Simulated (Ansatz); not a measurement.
Computed results, one entry a study.

```json
{"subject": "Ga2O3 (C2/m): band gap by G0W0 on HSE06", "lattice_ang": [[6.107, -1.5186, 0.0], [6.107, 1.5186, 0.0], [-1.386, 0.0, 5.63]], "atoms": [["Ga", 0.0905, 0.0905, 0.7946], ["Ga", 0.9095, 0.9095, 0.2054], ["Ga", 0.6587, 0.6587, 0.314], ["Ga", 0.3413, 0.3413, 0.686], ["O", 0.1645, 0.1645, 0.1098], ["O", 0.8355, 0.8355, 0.8902], ["O", 0.1733, 0.1733, 0.5632], ["O", 0.8267, 0.8267, 0.4368], ["O", 0.4959, 0.4959, 0.2566], ["O", 0.5041, 0.5041, 0.7434]], "method": "G0W0 on HSE06, plane waves, PAW (and 1 further level or step)", "program": "Ansatz 0.2.0", "settings_of_one_run": "cutoff 420 eV, 6×6×4 k-mesh, default PAW, empty bands 572, screening cutoff 180 eV, screening contour deformation, QP bands (v3, c3)", "cost": "2 runs, 13 min in all on 1 × NVIDIA H100 80GB HBM3 (shared by 6 runs) with 3 threads of AMD EPYC 7R13 (Zen 3), shared host (the runs of this entry)", "notes": "In doubt: masses and optical values from hybrid runs of this build are listed as unsure (in some of the runs), which bears on the screening that GW takes from such a start. The cell and positions come from the Crystallography Open Database and are kept as given unless a step says otherwise. Limits: no spin-orbit coupling. Bands and cutoff are finite, so the gap is not at the basis limit. The miss can reach some tenths of an eV and take either sign; the mesh is an error of its own.", "results": {"hse06_gap": "4.24 eV, indirect (only 17 meV under the direct gap)", "g0w0_gap_on_the_mesh": "5.19 eV, from k = Γ to k = Γ", "g0w0_gap_over_the_zone_rigid_shift": "5.18 eV", "gw_settings": "6×6×4 mesh, 572 empty bands, screening to 180 eV", "known_limits": "not at the basis limit; no spin-orbit coupling"}}
```

[Paths, hosts, dates, memory and timing lines, banners, echoed tables and standing remarks are left out of the program output.]

[Logs are printed without paths, hosts, clocks, repeated set-up lines and the standing remarks that a program may print on its own settings, such as how far it seeks lower states.]

[Runs of the session that timed out or met a known fault of the program may be left out.]

[Cells called generated may have been cut or substituted from an entry of the Crystallography Open Database or the Materials Project.]

[Hosts, paths, dates, database ids (printed as entryN), source tags and the programs' standing remarks are cut or masked in the printed files.]
